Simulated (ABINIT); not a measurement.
# Ba2IBrF2 (P4mm): a self-consistent loop beyond G0W0, cycle by cycle, part 2 of 3

Aim: iterate the self-energy on Ba2IBrF2 (P4mm) and follow the gap from cycle to cycle.

ABINIT 10.8.3; PBEsol and many-body steps on it, plane waves. Known limits of the many-body steps: not at the basis limit; no spin-orbit coupling; coarse k mesh.

So far. Step 5 (evGW0, cycle 1): Against G0W0 in ABINIT (2×2×1 mesh, 137 bands, screening to 106.1 eV, Godby-Needs plasmon pole), the gap moves by +0.388 eV. This first cycle still uses the starting levels; it takes the full correction, at all points of the mesh, and its linearised value is 6.168 eV. Step 6 (evGW0, cycle 2): Against the cycle before, the gap moves by −0.173 eV.

## 7. evGW0, cycle 3

Level of this step: evGW0 on PBEsol, plane waves, norm-conserving pseudopotentials (ABINIT).

The input, run.abi:

```
acell 3*1.0 Angstrom
rprim 
  4.623364000000 0.000000000000 0.000000000000
  0.000000000000 4.623364000000 0.000000000000
  0.000000000000 0.000000000000 7.991386000000
ntypat 4
znucl 56 53 35 9
natom 6
typat 1 1 2 3 4 4
xred 
  0.500000000000 0.500000000000 0.827396000000
  0.000000000000 0.000000000000 0.185191000000
  0.000000000000 0.000000000000 0.641387000000
  0.500000000000 0.500000000000 0.340098000000
  0.500000000000 0.000000000000 0.002964000000
  0.000000000000 0.500000000000 0.002964000000
pp_dirpath "pseudos"
pseudos "Ba.upf, I.upf, Br.upf, F.upf"
ecut 36
ngkpt 2 2 1
nshiftk 1
shiftk 0 0 0
kptopt 1
chksymbreak 0
istwfk *1
occopt 1
irdwfk 1
optdriver 4
nband 137
gwcalctyp 10
ecutsigx 36
symsigma 1
nkptgw 3
kptgw 
  0.0000000000 0.0000000000 0.0000000000
  0.5000000000 0.0000000000 0.0000000000
  0.5000000000 0.5000000000 0.0000000000
bdgw 
  13 29
  13 29
  13 29
ecuteps 3.9
irdscr 1
ppmodel 1
irdqps 1
indata_prefix "in"
outdata_prefix "out"
tmpdata_prefix "tmp"
```

The run is started by

```bash
$ OMP_NUM_THREADS=1 mpirun -n 4 abinit run.abi > log
```

Log:

```text
.Version 10.8.3 of ABINIT. v10.8.2 released Aug 2026.

 Symmetries : space group P4 m m (# 99); Bravais tP (primitive tetrag.)
[... echo of the input left out ...]
== DATASET  1 ==================================================================
-   mpi_nproc: 4, omp_nthreads: 1 (-1 if OMP is not activated)

--- !DatasetInfo
iteration_state: {dtset: 1, }
dimensions: {natom: 6, nkpt: 3, mband: 137, nsppol: 1, nspinor: 1, nspden: 1, mpw: 11965, }
cutoff_energies: {ecut:  36.0, pawecutdg:  -1.0, }
[...]
Convergence of QP corrections
 >>>>> For spin  1 <<<<<
.  kptgw no:  1; Maximum DeltaE = (  -0.002  -0.000) for band index: 16
.  kptgw no:  2; Maximum DeltaE = (  -0.002   0.000) for band index: 17
.  kptgw no:  3; Maximum DeltaE = (   0.001  -0.000) for band index: 17

== END DATASET(S) ==============================================================
================================================================================

 -outvars: echo values of variables after computation  --------
           etotal      0.0000000000E+00
            nband         137
             nkpt           3
          spgroup          99
 [... the other variables as echoed above ...]

 Calculation completed.
```

Wall time 1.7 min (4 MPI ranks of Intel Xeon Platinum 8259CL at 2.50GHz (Skylake/Cascade Lake), shared host); peak memory 1.6 GiB.

Numbers from this step:

- quasiparticle gap on the points computed: 6.397 eV
- gap of the density functional on the mesh: 4.250 eV
- k of the valence top: 0, 0, 0
- k of the conduction bottom: 0, 0, 0
- least direct quasiparticle gap on the computed points: 6.397 eV

Against the cycle before, the gap moves by +0.014 eV.

## 8. evGW0, cycle 4

run.abi is that of step 7.

Log:

```text
.Version 10.8.3 of ABINIT. v10.8.2 released Aug 2026.

 Symmetries : space group P4 m m (# 99); Bravais tP (primitive tetrag.)
[... echo of the input left out ...]
== DATASET  1 ==================================================================
-   mpi_nproc: 4, omp_nthreads: 1 (-1 if OMP is not activated)

--- !DatasetInfo
iteration_state: {dtset: 1, }
dimensions: {natom: 6, nkpt: 3, mband: 137, nsppol: 1, nspinor: 1, nspden: 1, mpw: 11965, }
cutoff_energies: {ecut:  36.0, pawecutdg:  -1.0, }
[...]
Convergence of QP corrections
 >>>>> For spin  1 <<<<<
.  kptgw no:  1; Maximum DeltaE = (   0.000  -0.000) for band index: 16
.  kptgw no:  2; Maximum DeltaE = (   0.000  -0.000) for band index: 17
.  kptgw no:  3; Maximum DeltaE = (  -0.001  -0.000) for band index: 17

== END DATASET(S) ==============================================================
================================================================================

 -outvars: echo values of variables after computation  --------
           etotal      0.0000000000E+00
            nband         137
             nkpt           3
          spgroup          99
 [... the other variables as echoed above ...]

 Calculation completed.
```

The job ended after 1.7 min (4 MPI ranks; peak memory 1.6 GiB; 6.7 min of CPU time).

This step gave:

| Property | Result |
| --- | --- |
| quasiparticle gap on the points computed | 6.396 eV |
| gap of the density functional on the mesh | 4.250 eV |
| k of the valence top | 0, 0, 0 |
| k of the conduction bottom | 0, 0, 0 |
| least direct quasiparticle gap on the computed points | 6.396 eV |

Against the cycle before, the gap moves by −0.001 eV.

## 9. Screening, 2×2×1 mesh, 137 bands, screening to 106.1 eV

This step: RPA screening on PBEsol, plane waves, norm-conserving pseudopotentials.

Changes to run.abi since step 8:

```diff
@@ -27,20 +27,13 @@
 irdwfk 1
-optdriver 4
+optdriver 3
 nband 137
+ecuteps 3.9
+inclvkb 2
+awtr 1
+symchi 1
 gwcalctyp 10
-ecutsigx 36
-symsigma 1
-nkptgw 3
-kptgw 
-  0.0000000000 0.0000000000 0.0000000000
-  0.5000000000 0.0000000000 0.0000000000
-  0.5000000000 0.5000000000 0.0000000000
-bdgw 
-  13 29
-  13 29
-  13 29
-ecuteps 3.9
-irdscr 1
-ppmodel 1
-irdqps 1
+mbpt_sciss 2.320 eV
+nqptdm 1
+qptdm 
+  0 0 0
 indata_prefix "in"
```

Log:

```text
.Version 10.8.3 of ABINIT. v10.8.2 released Aug 2026.

 Symmetries : space group P4 m m (# 99); Bravais tP (primitive tetrag.)
[... echo of the input left out ...]
== DATASET  1 ==================================================================
-   mpi_nproc: 4, omp_nthreads: 1 (-1 if OMP is not activated)

--- !DatasetInfo
iteration_state: {dtset: 1, }
dimensions: {natom: 6, nkpt: 3, mband: 137, nsppol: 1, nspinor: 1, nspden: 1, mpw: 11965, }
cutoff_energies: {ecut:  36.0, pawecutdg:  -1.0, }
electrons: {nelect:   4.80000000E+01, charge:   0.00000000E+00, occopt:   1.00000000E+00, tsmear:   1.00000000E-02, }

 SCREENING: Calculation of the susceptibility and dielectric matrices

 Based on a program developped by R.W. Godby, V. Olevano, G. Onida, and L. Reining.
 Incorporated in ABINIT by V. Olevano, G.-M. Rignanese, and M. Torrent.
.Using double precision arithmetic ; gwpc =  8

[... cell and pseudopotentials left out ...]
--------------------------------------------------------------------------------

 ==== K-mesh for the wavefunctions ====
 Number of points in the irreducible wedge :     3
[... list of points left out ...]
 Together with  8 symmetry operations and time-reversal symmetry
 yields     4 points in the full Brillouin Zone.

 ==== Q-mesh for the screening function ====
 Number of points in the irreducible wedge :     3
[... list of points left out ...]
 Together with  8 symmetry operations and time-reversal symmetry
 yields     4 points in the full Brillouin Zone.

 setmesh: FFT mesh size selected  =    32x   32x   54
          total number of points  =        55296

 vcoul_init : cutoff-mode = AUXILIARY_FUNCTION
 q-points for optical limit:   1
     1)      0.000010    0.000020    0.000030

 Dielectric matrix will be calculated only for some
 selected q points provided by the user through the input variables
 nqptdm and qptdm

- screening: taking advantage of time-reversal symmetry
- Maximum band index for partially occupied states nbvw = 24
- Remaining bands to be divided among processors   nbcw = 113
- Number of bands treated by each node ~28

 rdqps: reading QP wavefunctions of the previous step
        looking for file in_QPS
 file not found, 1st iteration initialized with KS eigenelements

 screening : performing a first self-consistency
 update of the energies in W by a scissor operator
 applying a scissor operator of [eV] :   2.320

 Number of electrons calculated from density =   48.0000; Expected =   48.0000
 average of density, n =  0.041640
 r_s =    1.7898
 omega_plasma =   19.6838 [eV]

 calculating chi0 at frequencies [eV] :
  1    0.000000E+00    0.000000E+00
  2    0.000000E+00    1.968379E+01

--------------------------------------------------------------------------------
  q-point number  1        q = ( 0.000000, 0.000000, 0.000000) [r.l.u.]
--------------------------------------------------------------------------------
[... chi0 elements left out ...]
 For q-point:  0.000010 0.000020 0.000030
  dielectric constant =   3.0958
  dielectric constant without local fields =   3.5256

  Average fulfillment of the sum rule on Im[epsilon] for q-point    1 :     74.76  [%]
[... wings left out ...]
== END DATASET(S) ==============================================================
================================================================================

 -outvars: echo values of variables after computation  --------
           etotal      0.0000000000E+00
            nband         137
             nkpt           3
          spgroup          99
 [... the other variables as echoed above ...]

 Calculation completed.
```

Elapsed: 42 s, on 4 MPI ranks; peak memory 1.3 GiB.

Numbers from this step:

- ε∞ with local fields, on this mesh, along the program's q direction: 3.096
- the same without local fields: 3.526
- plasma frequency: 19.68 eV
- plane waves in the screening matrix: 417

This screening uses the functional's bands under a rigid shift, the mean opening of the cycle before.

## 10. Screening, 2×2×1 mesh, 137 bands, screening to 106.1 eV

This step: RPA screening on PBEsol from quasiparticle energies, plane waves, norm-conserving pseudopotentials.

Changes to run.abi since step 9:

```diff
@@ -33,7 +33,8 @@
 symchi 1
+irdqps 1
 gwcalctyp 10
-mbpt_sciss 2.320 eV
-nqptdm 1
+nqptdm 2
 qptdm 
-  0 0 0
+  0.5000000000 0.0000000000 0.0000000000
+  0.5000000000 0.5000000000 0.0000000000
 indata_prefix "in"
```

The input, mrgscr.stdin:

```
2
merged
q0_SCR
out_SCR
1
```

The run is started by

```bash
$ OMP_NUM_THREADS=1 mpirun -n 4 abinit run.abi > log; mrgscr < mrgscr.stdin
```

Log:

```text
.Version 10.8.3 of ABINIT. v10.8.2 released Aug 2026.

 Symmetries : space group P4 m m (# 99); Bravais tP (primitive tetrag.)
[... echo of the input left out ...]
== DATASET  1 ==================================================================
-   mpi_nproc: 4, omp_nthreads: 1 (-1 if OMP is not activated)

--- !DatasetInfo
iteration_state: {dtset: 1, }
dimensions: {natom: 6, nkpt: 3, mband: 137, nsppol: 1, nspinor: 1, nspden: 1, mpw: 11965, }
cutoff_energies: {ecut:  36.0, pawecutdg:  -1.0, }
[...]
q-point number  2        q = ( 0.500000, 0.500000, 0.000000) [r.l.u.]
--------------------------------------------------------------------------------
[... chi0 elements left out ...]
  Average fulfillment of the sum rule on Im[epsilon] for q-point    3 :     72.12  [%]

== END DATASET(S) ==============================================================
================================================================================

 -outvars: echo values of variables after computation  --------
           etotal      0.0000000000E+00
            nband         137
             nkpt           3
          spgroup          99
 [... the other variables as echoed above ...]

 Calculation completed.
```

The job ended after 21 s (4 MPI ranks; peak memory 1 GiB).

This step gave:

```
plasma frequency                    : 19.68 eV
plane waves in the screening matrix : 417
```

This screening reads the quasiparticle levels of the cycle before.

## 11. evGW, cycle 1

This step: evGW on PBEsol, plane waves, norm-conserving pseudopotentials.

Changes to run.abi since step 10:

```diff
@@ -27,14 +27,20 @@
 irdwfk 1
-optdriver 3
+optdriver 4
 nband 137
-ecuteps 3.9
-inclvkb 2
-awtr 1
-symchi 1
-irdqps 1
 gwcalctyp 10
-nqptdm 2
-qptdm 
+ecutsigx 36
+symsigma 1
+nkptgw 3
+kptgw 
+  0.0000000000 0.0000000000 0.0000000000
   0.5000000000 0.0000000000 0.0000000000
   0.5000000000 0.5000000000 0.0000000000
+bdgw 
+  13 29
+  13 29
+  13 29
+ecuteps 3.9
+irdscr 1
+ppmodel 1
+irdqps 1
 indata_prefix "in"
```

The run is started by

```bash
$ OMP_NUM_THREADS=1 mpirun -n 4 abinit run.abi > log
```

Log:

```text
.Version 10.8.3 of ABINIT. v10.8.2 released Aug 2026.

 Symmetries : space group P4 m m (# 99); Bravais tP (primitive tetrag.)
[... echo of the input left out ...]
== DATASET  1 ==================================================================
-   mpi_nproc: 4, omp_nthreads: 1 (-1 if OMP is not activated)

--- !DatasetInfo
iteration_state: {dtset: 1, }
dimensions: {natom: 6, nkpt: 3, mband: 137, nsppol: 1, nspinor: 1, nspden: 1, mpw: 11965, }
cutoff_energies: {ecut:  36.0, pawecutdg:  -1.0, }
[...]
Convergence of QP corrections
 >>>>> For spin  1 <<<<<
.  kptgw no:  1; Maximum DeltaE = (   0.000   0.000) for band index:  2
.  kptgw no:  2; Maximum DeltaE = (  -0.163   0.000) for band index:  2
.  kptgw no:  3; Maximum DeltaE = (  -0.171   0.000) for band index:  4

== END DATASET(S) ==============================================================
================================================================================

 -outvars: echo values of variables after computation  --------
           etotal      0.0000000000E+00
            nband         137
             nkpt           3
          spgroup          99
 [... the other variables as echoed above ...]

 Calculation completed.
```

Run time: 1.8 min. Hardware: 4 MPI ranks; peak memory 1.6 GiB; 7.2 min of CPU time.

This step gave:

```
quasiparticle gap on the points computed              : 6.77 eV
gap of the density functional on the mesh             : 4.250 eV
k of the valence top                                  : 0, 0, 0
k of the conduction bottom                            : 0, 0, 0
least direct quasiparticle gap on the computed points : 6.77 eV
```

Against G0W0 in ABINIT (2×2×1 mesh, 137 bands, screening to 106.1 eV, Godby-Needs plasmon pole), the gap moves by +0.602 eV.

## 12. Screening, 2×2×1 mesh, 137 bands, screening to 106.1 eV

This step: RPA screening on PBEsol, plane waves, norm-conserving pseudopotentials.

Changes to run.abi since step 11:

```diff
@@ -27,20 +27,13 @@
 irdwfk 1
-optdriver 4
+optdriver 3
 nband 137
+ecuteps 3.9
+inclvkb 2
+awtr 1
+symchi 1
 gwcalctyp 10
-ecutsigx 36
-symsigma 1
-nkptgw 3
-kptgw 
-  0.0000000000 0.0000000000 0.0000000000
-  0.5000000000 0.0000000000 0.0000000000
-  0.5000000000 0.5000000000 0.0000000000
-bdgw 
-  13 29
-  13 29
-  13 29
-ecuteps 3.9
-irdscr 1
-ppmodel 1
-irdqps 1
+mbpt_sciss 2.694 eV
+nqptdm 1
+qptdm 
+  0 0 0
 indata_prefix "in"
```

Log:

```text
.Version 10.8.3 of ABINIT. v10.8.2 released Aug 2026.

 Symmetries : space group P4 m m (# 99); Bravais tP (primitive tetrag.)
[... echo of the input left out ...]
== DATASET  1 ==================================================================
-   mpi_nproc: 4, omp_nthreads: 1 (-1 if OMP is not activated)

--- !DatasetInfo
iteration_state: {dtset: 1, }
dimensions: {natom: 6, nkpt: 3, mband: 137, nsppol: 1, nspinor: 1, nspden: 1, mpw: 11965, }
cutoff_energies: {ecut:  36.0, pawecutdg:  -1.0, }
[...]
[... chi0 elements left out ...]
 For q-point:  0.000010 0.000020 0.000030
  dielectric constant =   3.0273
  dielectric constant without local fields =   3.4353

  Average fulfillment of the sum rule on Im[epsilon] for q-point    1 :     76.00  [%]
[... wings left out ...]
== END DATASET(S) ==============================================================
================================================================================

 -outvars: echo values of variables after computation  --------
           etotal      0.0000000000E+00
            nband         137
             nkpt           3
          spgroup          99
 [... the other variables as echoed above ...]

 Calculation completed.
```

The job ended after 47 s (4 MPI ranks; peak memory 1.3 GiB).

This step gave:

```yaml
eps_infinity_with_local_fields_on_this_mesh_along_the_program_s_q_direction: 3.027
the_same_without_local_fields: 3.435
plasma_frequency: 19.68 eV
plane_waves_in_the_screening_matrix: 417
```

This screening uses the functional's bands under a rigid shift, the mean opening of the cycle before.

## 13. Screening, 2×2×1 mesh, 137 bands, screening to 106.1 eV

This step: RPA screening on PBEsol from quasiparticle energies, plane waves, norm-conserving pseudopotentials.

Changes to run.abi since step 12:

```diff
@@ -33,7 +33,8 @@
 symchi 1
+irdqps 1
 gwcalctyp 10
-mbpt_sciss 2.694 eV
-nqptdm 1
+nqptdm 2
 qptdm 
-  0 0 0
+  0.5000000000 0.0000000000 0.0000000000
+  0.5000000000 0.5000000000 0.0000000000
 indata_prefix "in"
```

mrgscr.stdin is that of step 10.

The run is started by

```bash
$ OMP_NUM_THREADS=1 mpirun -n 4 abinit run.abi > log; mrgscr < mrgscr.stdin
```

Log:

```text
.Version 10.8.3 of ABINIT. v10.8.2 released Aug 2026.

 Symmetries : space group P4 m m (# 99); Bravais tP (primitive tetrag.)
[... echo of the input left out ...]
== DATASET  1 ==================================================================
-   mpi_nproc: 4, omp_nthreads: 1 (-1 if OMP is not activated)

--- !DatasetInfo
iteration_state: {dtset: 1, }
dimensions: {natom: 6, nkpt: 3, mband: 137, nsppol: 1, nspinor: 1, nspden: 1, mpw: 11965, }
cutoff_energies: {ecut:  36.0, pawecutdg:  -1.0, }
[...]
q-point number  2        q = ( 0.500000, 0.500000, 0.000000) [r.l.u.]
--------------------------------------------------------------------------------
[... chi0 elements left out ...]
  Average fulfillment of the sum rule on Im[epsilon] for q-point    3 :     72.71  [%]

== END DATASET(S) ==============================================================
================================================================================

 -outvars: echo values of variables after computation  --------
           etotal      0.0000000000E+00
            nband         137
             nkpt           3
          spgroup          99
 [... the other variables as echoed above ...]

 Calculation completed.
```

Run time: 21 s. Hardware: 4 MPI ranks; peak memory 1 GiB; 84 s of CPU time.

This step gave:

```
plasma frequency                    : 19.68 eV
plane waves in the screening matrix : 417
```

This screening reads the quasiparticle levels of the cycle before.

## 14. evGW, cycle 2

This step: evGW on PBEsol, plane waves, norm-conserving pseudopotentials.

Changes to run.abi since step 13:

```diff
@@ -27,14 +27,20 @@
 irdwfk 1
-optdriver 3
+optdriver 4
 nband 137
-ecuteps 3.9
-inclvkb 2
-awtr 1
-symchi 1
-irdqps 1
 gwcalctyp 10
-nqptdm 2
-qptdm 
+ecutsigx 36
+symsigma 1
+nkptgw 3
+kptgw 
+  0.0000000000 0.0000000000 0.0000000000
   0.5000000000 0.0000000000 0.0000000000
   0.5000000000 0.5000000000 0.0000000000
+bdgw 
+  13 29
+  13 29
+  13 29
+ecuteps 3.9
+irdscr 1
+ppmodel 1
+irdqps 1
 indata_prefix "in"
```

The run is started by

```bash
$ OMP_NUM_THREADS=1 mpirun -n 4 abinit run.abi > log
```

Log:

```text
.Version 10.8.3 of ABINIT. v10.8.2 released Aug 2026.

 Symmetries : space group P4 m m (# 99); Bravais tP (primitive tetrag.)
[... echo of the input left out ...]
== DATASET  1 ==================================================================
-   mpi_nproc: 4, omp_nthreads: 1 (-1 if OMP is not activated)

--- !DatasetInfo
iteration_state: {dtset: 1, }
dimensions: {natom: 6, nkpt: 3, mband: 137, nsppol: 1, nspinor: 1, nspden: 1, mpw: 11965, }
cutoff_energies: {ecut:  36.0, pawecutdg:  -1.0, }
[...]
Convergence of QP corrections
 >>>>> For spin  1 <<<<<
.  kptgw no:  1; Maximum DeltaE = (   0.000   0.000) for band index:  1
.  kptgw no:  2; Maximum DeltaE = (  -0.014   0.001) for band index:  3
.  kptgw no:  3; Maximum DeltaE = (  -0.016   0.001) for band index:  3

== END DATASET(S) ==============================================================
================================================================================

 -outvars: echo values of variables after computation  --------
           etotal      0.0000000000E+00
            nband         137
             nkpt           3
          spgroup          99
 [... the other variables as echoed above ...]

 Calculation completed.
```

Run time: 99 s. Hardware: 4 MPI ranks; peak memory 1.6 GiB; 6.6 min of CPU time.

This step gave:

| Property | Result |
| --- | --- |
| quasiparticle gap on the points computed | 6.795 eV |
| gap of the density functional on the mesh | 4.250 eV |
| k of the valence top | 0, 0, 0 |
| k of the conduction bottom | 0, 0, 0 |
| least direct quasiparticle gap on the computed points | 6.795 eV |

Against the cycle before, the gap moves by +0.025 eV.

(Part 2 of 3 ends here.)

[Paths, hosts, dates, memory and timing lines, banners, echoed tables and standing remarks are left out of the program output.]

[Logs are printed without paths, hosts, clocks, repeated set-up lines and the standing remarks that a program may print on its own settings, such as how far it seeks lower states.]

[Runs of the session that timed out or met a known fault of the program may be left out.]

[No measured gap is set beside runs whose start may be inverted or whose files or cutoffs have a known fault.]

[Loops that did not settle are left out.]

[Hosts, paths, dates, database ids (printed as entryN), source tags and the programs' standing remarks are cut or masked in the printed files.]

[G0W0 gaps are taken among the corrected bands and points alone; a level outside them can change the order at an edge.]

[Where Ansatz stands beside ABINIT at settings called matched, ABINIT's density can come from a denser mesh and the files from another edition; pairs whose starting gaps differed by over 0.03 eV were left out, so agreement reads better than it is.]
